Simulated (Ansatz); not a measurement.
# Moving the knobs of a GW run on SiO2 (P3_221)

A base run on SiO2 (P3_221), then changed inputs.

Main program and level: Ansatz 0.2.0; G0W0 on PBE, plane waves, PAW; PAW set soft_1.

**1. The structure**

Symmetry: P3_221, No. 154, trigonal system. Conventional cell: a = 4.916 Å, b = 4.916 Å, c = 5.408 Å, α = 90.00°, β = 90.00°, γ = 120.00°. Nearest to Si lie 4 O at 1.61 Å. O has 2 Si at 1.61 Å nearest. Farther neighbours and most contacts between anions are not listed.

Coordinates:

```cif
data_structure
_symmetry_space_group_name_H-M 'P3_221'
_symmetry_Int_Tables_number 154
_cell_length_a 4.9164
_cell_length_b 4.9164
_cell_length_c 5.4084
_cell_angle_alpha 90.000
_cell_angle_beta 90.000
_cell_angle_gamma 120.000
_cell_volume 113.21
loop_
_atom_site_label
_atom_site_type_symbol
_atom_site_symmetry_multiplicity
_atom_site_Wyckoff_symbol
_atom_site_fract_x
_atom_site_fract_y
_atom_site_fract_z
_atom_site_occupancy
Si1 Si 3 a 0.46973 0.00000 0.66667 1
O1 O 6 c 0.41354 0.26758 0.78558 1
```

The cell and positions come from the Crystallography Open Database and are kept as given unless a step says otherwise.

**2. The base run: 6×6×4 mesh, 102 empty bands, screening to 54 eV, PAW set soft_1 files**

Now the one-shot GW correction: screening in the RPA, then the self-energy of the levels asked for. This step takes PAW set soft_1 files.

input.yaml

```yaml
crystal:
  lattice:
    - [4.91636, 0.0, 0.0]
    - [-2.45818, 4.2576926541, 0.0]
    - [0.0, 0.0, 5.4084]
  atoms:
    - { symbol: Si, position: [0.46973, 0.0, 0.6666666667] }
    - { symbol: Si, position: [0.0, 0.46973, 0.3333333333] }
    - { symbol: Si, position: [0.53027, 0.53027, 0.0] }
    - { symbol: O, position: [0.41354, 0.26758, 0.78558] }
    - { symbol: O, position: [0.73242, 0.14596, 0.4522466667] }
    - { symbol: O, position: [0.85404, 0.58646, 0.1189133333] }
    - { symbol: O, position: [0.26758, 0.41354, 0.21442] }
    - { symbol: O, position: [0.14596, 0.73242, 0.5477533333] }
    - { symbol: O, position: [0.58646, 0.85404, 0.8810866667] }
kpoints:
  mp_grid: { grid: [6, 6, 4] }
hamiltonian:
  xc: pbe
  pseudopotentials: { kind: paw, azcp: { folder: soft_1 } }
scf:
  occupations: { method: fixed }
gw:
  n_empty_bands: 102
  ecut_chi: 54
  qp_bands: [v3, c3]
  qp_kpoints: band_edges
  screening: { model: contour_deformation }
```

On the command line:

```console
> ansatz run input.yaml --threads 3 --pin off --max-ram 92160MiB --backend cuda --events-out ev --progress --plain --runs-dir out --devices 1 --max-vram 13GiB
```

Numbers of over 12 decimals in the logs are rounded to 6 here.

The log of the run:

```text
GPUs: using 1 of 1 available (devices: 1).
Engine: ansatz 0.2.0, x86_64-unknown-linux-gnu
Pseudopotentials: kind: paw
Pseudopotential: Si, paw, valence charge 4, recommended cutoff 420 eV (normal), soft_1/Si.paw.azcp
Pseudopotential: O, paw, valence charge 6, recommended cutoff 420 eV (normal), soft_1/O.paw.azcp
Functional definition: PBE
  parameter kappa = 0.804
  parameter beta = 0.066725
  exchange = pbe_x(kappa = kappa, mu = beta*pi^2/3)
  correlation = pbe_c(beta = beta)
device memory: the entry about to start is reckoned to put 1.3 GiB on a device that reports 65.3 GiB free (of which the cap on the GPU budget leaves the run 13.0 GiB)
GPU FFT provider: cuFFT
GPU libraries: cuBLAS 13.8.2, cuFFT 12.4.0, cuSOLVER 12.3.4
Crystal: 9 atoms, lattice volume = 113.211 Å³
Basis set: ecut = 420 eV, 2209 PW (Γ)
Bands: 33, of which v1, the nominal top of the filled ones, is band 24 counted from 1 (23 counted from 0)
Symmetry: 6 space group operations
Space group: P3221 (ITA 154), of the structure as read, at distance tolerance 4.8e-5 Å
k-points: 24 of 144 (time reversal used)
Non-local potential: Si, projectors of the file, l = 0: 2, l = 1: 2, l = 2: 1
Non-local potential: O, projectors of the file, l = 0: 2, l = 1: 2, l = 2: 1
PAW form: soft (Blöchl's): semilocal exchange-correlation on the pseudo side does not see the compensation charge
PAW one-centre angular grid: Si, 110 points (default); XC on 64 Gauss nodes
PAW one-centre angular grid: O, 110 points (default); XC on 64 Gauss nodes
Initial density: superposition of atomic densities (chi_scale 0.1, normalization cell, long waves kept (reshape's long-wave potential 0.01 eV rms))
Initial wavefunctions: pseudopotential atomic-orbital guess
GPU buffer pool allocated for 51840 grid points (all kernels)
GPU transforms: local potential and band sums: pruned to the plane-wave sphere, on 36×36×40
Functional: x = pbe(κ = 0.804, μ = 0.219515), c = pbe(β = 0.066725)
SCF iter   1: F=—  HF=-5327.301246 eV  |F-HF|=—  |Δ(HF+E_count)|=         —  Δρ=1.35e-1  dr2=1.82e1  ethr=3.10e-3  ⟨swp⟩=4.8  Hψ=3624  notcnv=0  defer=143
preconditioner: auto → Resta (q_TF=auto, 2.365 Å⁻¹)  ε∞=2.8  [insulator: Δε(μ)=7.394 eV  Ē_g=18.254 eV  n_scr=22 (ndim 8)  ℏωp=24.2 eV  f_vac=0.003  ε∞_Penn≈2.8]
SCF iter   2: F=—  HF=-5322.205491 eV  |F-HF|=—  |Δ(HF+E_count)|=    5.10e0  Δρ=4.35e-2  dr2=9.27e-1  ethr=3.10e-3  ⟨swp⟩=3.7  Hψ=2149  notcnv=0  defer=135
SCF iter   3: F=—  HF=-5322.143648 eV  |F-HF|=—  |Δ(HF+E_count)|=   6.18e-2  Δρ=2.16e-2  dr2=2.92e-1  ethr=1.93e-3  ⟨swp⟩=2.0  Hψ=820  notcnv=0  defer=162
SCF iter   4: F=—  HF=-5322.162607 eV  |F-HF|=—  |Δ(HF+E_count)|=   1.90e-2  Δρ=1.67e-3  dr2=2.39e-3  ethr=6.07e-4  ⟨swp⟩=3.0  Hψ=1398  notcnv=0  defer=160
[...]
E_band       = -206.884222
  E_kinetic    = 1169.978851
  E_local      = -2935.002211  (includes V_loc(G=0)·N_el)
  E_nonlocal   = 381.266300
  E_hartree    = 1074.942051
  E_xc         = -603.969359
  E_vxc        = -698.103937  (∫ρ·V_xc dr)
  E_paw        = -2519.090109  (= ΣΔE_a)
  E_vpaw       = -274.911463  (= ΣTr[D̂ρ^β])
  E_aug_tail   = 0.005008  (compensation charges beyond the density's cutoff)
  E_ewald      = -1890.297640
  E_smearing   = -0.000000  (= −TS)
  E_closure    = -0.000000  (closes the sum)
  Σ components = -5322.167110   (vs F -5322.167110, Δ=0.00e0)
--- Band table (eV; the first three rows and the last of 24) ---
  k-point 0: bands = [... 20 lower, 1.5021, 1.8187, 2.1901, 2.1901, 8.4978, 11.8262, 11.8262, 12.2813, ... 5 higher]
  k-point 1: bands = [... 20 lower, 1.4313, 1.9706, 2.2799, 2.4090, 9.0967, 11.6629, 11.7571, 11.7824, ... 5 higher]
  k-point 2: bands = [... 20 lower, 1.3000, 2.2895, 2.2895, 2.4143, 10.4511, 10.4511, 11.5718, 12.2627, ... 5 higher]
  k-point 23: bands = [... 20 lower, 1.5720, 1.7429, 1.9221, 1.9221, 11.5196, 12.3043, 12.3043, 12.6082, ... 5 higher]
--- G₀W₀: contour deformation, 5 samples at zero and on the imaginary axis and 2 off it, 144 q-points, 102 empty bands' worth ---
  eigenvalues of the whole cell's RPA ε∞ on this k-mesh (on a slab, of 1 + 4πα/V) = 2.3580, 2.3580, 2.3902; static W/v taken at q = 0 is 0.421715
  gw.qp_kpoints: band_edges: 23 of 24 stored k-points solved, in 1 pass; an edge of the gap read off the rows below is read off those points alone
    valence top: of the k-points left out ik 23 came nearest to being solved in a further pass, in band 24 (counted from 1, as in the quasiparticle table): it holds the edge there only if its correction is more favourable than any solved in that band by at least 0.583 eV; those differ by 0.073 eV
    conduction bottom: of the k-points left out ik 23 came nearest to being solved in a further pass, in band 25 (counted from 1, as in the quasiparticle table): it holds the edge there only if its correction is more favourable than any solved in that band by at least 3.022 eV; those differ by 0.902 eV
    ik  band        ε_KS         Σx   Σc(E_QP)       V_xc       Z   E_QP_lin       E_QP  E_QP is
     0    22      1.8187   -26.3950     4.5391   -20.3059  0.8158     0.2481     0.2686  root
     0    23      2.1901   -26.2848     4.4687   -20.3197  0.8176     0.6752     0.6937  root
     0    24      2.1901   -26.2848     4.4687   -20.3197  0.8176     0.6752     0.6937  root
     0    25      8.4978    -7.8425    -3.3224   -12.4215  0.8727     9.7624     9.7544  root
     0    26     11.8262    -6.6342    -3.5853   -11.9634  0.8634    13.5888    13.5701  root
     0    27     11.8262    -6.6342    -3.5853   -11.9634  0.8634    13.5888    13.5701  root
     1    22      1.9706   -26.5007     4.5311   -20.4459  0.8164     0.4274     0.4469  root
     1    23      2.2799   -26.5713     4.5108   -20.5773  0.8172     0.7785     0.7967  root
[...]
22    24      2.3069   -26.5837     4.4934   -20.6233  0.8178     0.8224     0.8400  root
    22    25     11.4367    -9.8987    -3.7805   -15.7698  0.8550    13.5560    13.5273  root
    22    26     11.7413    -7.2968    -3.4481   -12.3425  0.8626    13.3549    13.3389  root
    22    27     12.1141    -8.5217    -3.5092   -13.8755  0.8570    13.9810    13.9587  root
[key lines of the parts left out:]
SCF converged after 8 iterations
Free energy (F): -5322.167110 eV
Fermi energy:    2.505009 eV
```

Run time: 25 s. Hardware: 1 × NVIDIA H100 80GB HBM3 (shared by 6 runs) with 3 threads of AMD EPYC 7R13 (Zen 3), shared host; peak memory 1.2 GiB; 36 s of CPU time.

In the SCF lines HF is the Harris–Foulkes energy and dr2 the Hartree energy of the density residual, in eV; the loop may stop once dr2 is under the threshold and the program's other checks hold. Hψ counts applications of the Hamiltonian.

Numbers from this step:

* bands summed: 126
* RPA ε∞ on this mesh (eigenvalues): 2.358, 2.358, 2.390
* plane waves in the screening matrix: 97
* q-points in the mesh: 144
* G0W0 gap on the mesh: 8.673 eV
* k of the valence top: 0.3333, 0.3333, 0
* k of the conduction bottom: 0, 0, 0
* starting gap on the mesh: 5.993 eV
* Z at the valence top: 0.8185
* Z at the conduction bottom: 0.8727
* least direct G0W0 gap on the computed points: 9.061 eV

The gap on the mesh goes from 5.99 eV to 8.67 eV, a correction of +2.68 eV. Between the two edge states, bare exchange in place of the xc potential would open the gap by 10.50 eV, and correlation takes back 7.82 eV.

**3. Variant: static remainder**

This step: G0W0 on PBE, plane waves, norm-conserving pseudopotentials.

input.yaml, as its differences from that of step 2:

```diff
@@ -16,6 +16,6 @@
 kpoints:
-  mp_grid: { grid: [6, 6, 4] }
+  mp_grid: { grid: [6, 6, 2] }
 hamiltonian:
   xc: pbe
-  pseudopotentials: { kind: paw, azcp: { folder: soft_1 } }
+  pseudopotentials: { kind: nc }
 scf:
@@ -23,4 +23,4 @@
 gw:
-  n_empty_bands: 102
-  ecut_chi: 54
+  n_empty_bands: 119
+  ecut_chi: 100
   qp_bands: [v3, c3]
@@ -28 +28,2 @@
   screening: { model: contour_deformation }
+  static_remainder: true
```

The log of the run:

```text
Warning: gw takes pair_densities: pseudo, which can misplace gaps by tens of per cent, since gw.static_remainder lacks the terms of the atoms
GPUs: using 1 of 1 available (devices: 1).
[...]
GPU FFT provider: cuFFT
GPU libraries: cuBLAS 13.8.2, cuFFT 12.4.0, cuSOLVER 12.3.4
Crystal: 9 atoms, lattice volume = 113.211 Å³
Basis set: ecut = 1240 eV, 11197 PW (Γ)
Bands: 33, of which v1, the nominal top of the filled ones, is band 24 counted from 1 (23 counted from 0)
[... 1 set-up line as in the run before ...]
[...]
k-points: 14 of 72 (time reversal used)
[...]
GPU buffer pool allocated for 230400 grid points (all kernels)
[...]
SCF iter   1: F=—  HF=-3146.298260 eV  |F-HF|=—  |Δ(HF+E_count)|=         —  Δρ=1.39e-1  dr2=1.86e1  ethr=3.10e-3  ⟨swp⟩=4.9  Hψ=2240  notcnv=0  defer=78
[...]
SCF iter   8: F=-3140.817751 eV  HF=-3140.817751 eV  |F-HF|=1.28e-8  |Δ(HF+E_count)|=   9.10e-7  Δρ=4.65e-6  dr2=1.92e-8  ethr=2.08e-10  ⟨swp⟩=16.0  Hψ=2822  notcnv=0
SCF 1 converged in 8 iterations: F = -3140.817751 eV  dr2 = 1.92e-8
[...]
NSCF: frozen V_eff on 14 k-points
[...]
G₀W₀ screening: q 1/14
[... further progress lines ...]
SCF converged after 8 iterations
Free energy (F): -3140.817751 eV
[...]
Internal energy: -3140.817751 eV  (E = F + TS)
E sigma→0 (E₀):  -3140.817751 eV
Fermi energy:    2.518884 eV
[...]
--- Band table (eV; the first three rows and the last of 14) ---
  k-point 0: bands = [... 20 lower, 1.5194, 1.8351, 2.2021, 2.2021, 8.5186, 11.8272, 11.8272, 12.2859, ... 5 higher]
  k-point 1: bands = [... 20 lower, 1.3128, 2.3061, 2.3061, 2.4291, 10.4665, 10.4665, 11.5734, 12.2582, ... 5 higher]
  k-point 2: bands = [... 20 lower, 1.5194, 1.7370, 2.2571, 2.2922, 8.9414, 11.8032, 11.8657, 12.3241, ... 5 higher]
  k-point 13: bands = [... 20 lower, 1.5860, 1.7554, 1.9336, 1.9336, 11.5170, 12.3109, 12.3109, 12.6175, ... 5 higher]
[...]
static-remainder magnitude (band-truncation diagnostic): 0.9536 eV
  bands read: the sum over 143 bands ends inside a degenerate multiplet in 1 slot, whose members it reads at an even weight; the widest, k=0: bands 143 to 144 (counted from 1) at 1/2 each
[...]
0    22      1.8351   -25.5603     4.1605   -19.5253  0.8090    -0.0696    -0.0393  root
     0    23      2.2021   -25.5707     4.0786   -19.6662  0.8106     0.3486     0.3764  root
     0    24      2.2021   -25.5707     4.0786   -19.6662  0.8106     0.3486     0.3764  root
     0    25      8.5186    -6.5856    -3.4999   -10.9893  0.8676     9.4264     9.4225  root
     0    26     11.8272    -5.3177    -3.9386   -10.4922  0.8592    13.0723    13.0631  root
     0    27     11.8272    -5.3177    -3.9386   -10.4922  0.8592    13.0723    13.0631  root
     1    22      2.3061   -25.9774     4.1262   -20.0461  0.8101     0.4742     0.5011  root
     1    23      2.3061   -25.9774     4.1262   -20.0461  0.8101     0.4742     0.5011  root
[...]
12    24      2.5189   -26.1015     4.0825   -20.2516  0.8109     0.7263     0.7515  root
    12    25     11.4379    -7.2529    -3.8758   -12.4558  0.8535    12.7756    12.7649  root
    12    26     11.4379    -7.2529    -3.8758   -12.4558  0.8535    12.7756    12.7649  root
    12    27     11.9413    -7.3043    -3.8238   -12.4854  0.8513    13.3100    13.2985  root
```

The job ended after 22 s (1 × NVIDIA H100 80GB HBM3 (shared by 6 runs) with 3 threads; peak memory 1.6 GiB).

Against the base:

```csv
setting,base,variant
files,PAW set soft_1,norm-conserving
mesh,6×6×4,6×6×2
empty bands,102,119
screening cutoff (eV),54,100
static remainder,-,true
```

```csv
quantity,variant,base
starting gap on the mesh,6.000,5.993
G0W0 gap on the mesh,8.671,8.673
least direct G0W0 gap on the computed points,9.046,9.061
Z at the valence top,0.811,0.818
Z at the conduction bottom,0.868,0.873
```

**4. What came out**

* base: 8.67 eV, 25 s
* static remainder: 8.67 eV, 22 s

In words: Static remainder: the gap moves by −0.002 eV (the plane-wave cutoff goes from 420 to 1240 eV); such settings are too crude to quote. The variant differs from the base in files, mesh, empty bands, screening cutoff and static remainder together, so the change can't be laid to one of them. This option needs pseudo pair densities, which the log warns can misplace gaps. All runs here use a coarse mesh and modest cutoffs; they test settings and are not final values.

[Paths, hosts, dates, memory and timing lines, banners, echoed tables and standing remarks are left out of the program output.]

[Logs are printed without paths, hosts, clocks, repeated set-up lines and the standing remarks that a program may print on its own settings, such as how far it seeks lower states.]

[Runs of the session that timed out or met a known fault of the program may be left out.]

[Cells called generated may have been cut or substituted from an entry of the Crystallography Open Database or the Materials Project.]

[Hosts, paths, dates, database ids (printed as entryN), source tags and the programs' standing remarks are cut or masked in the printed files.]
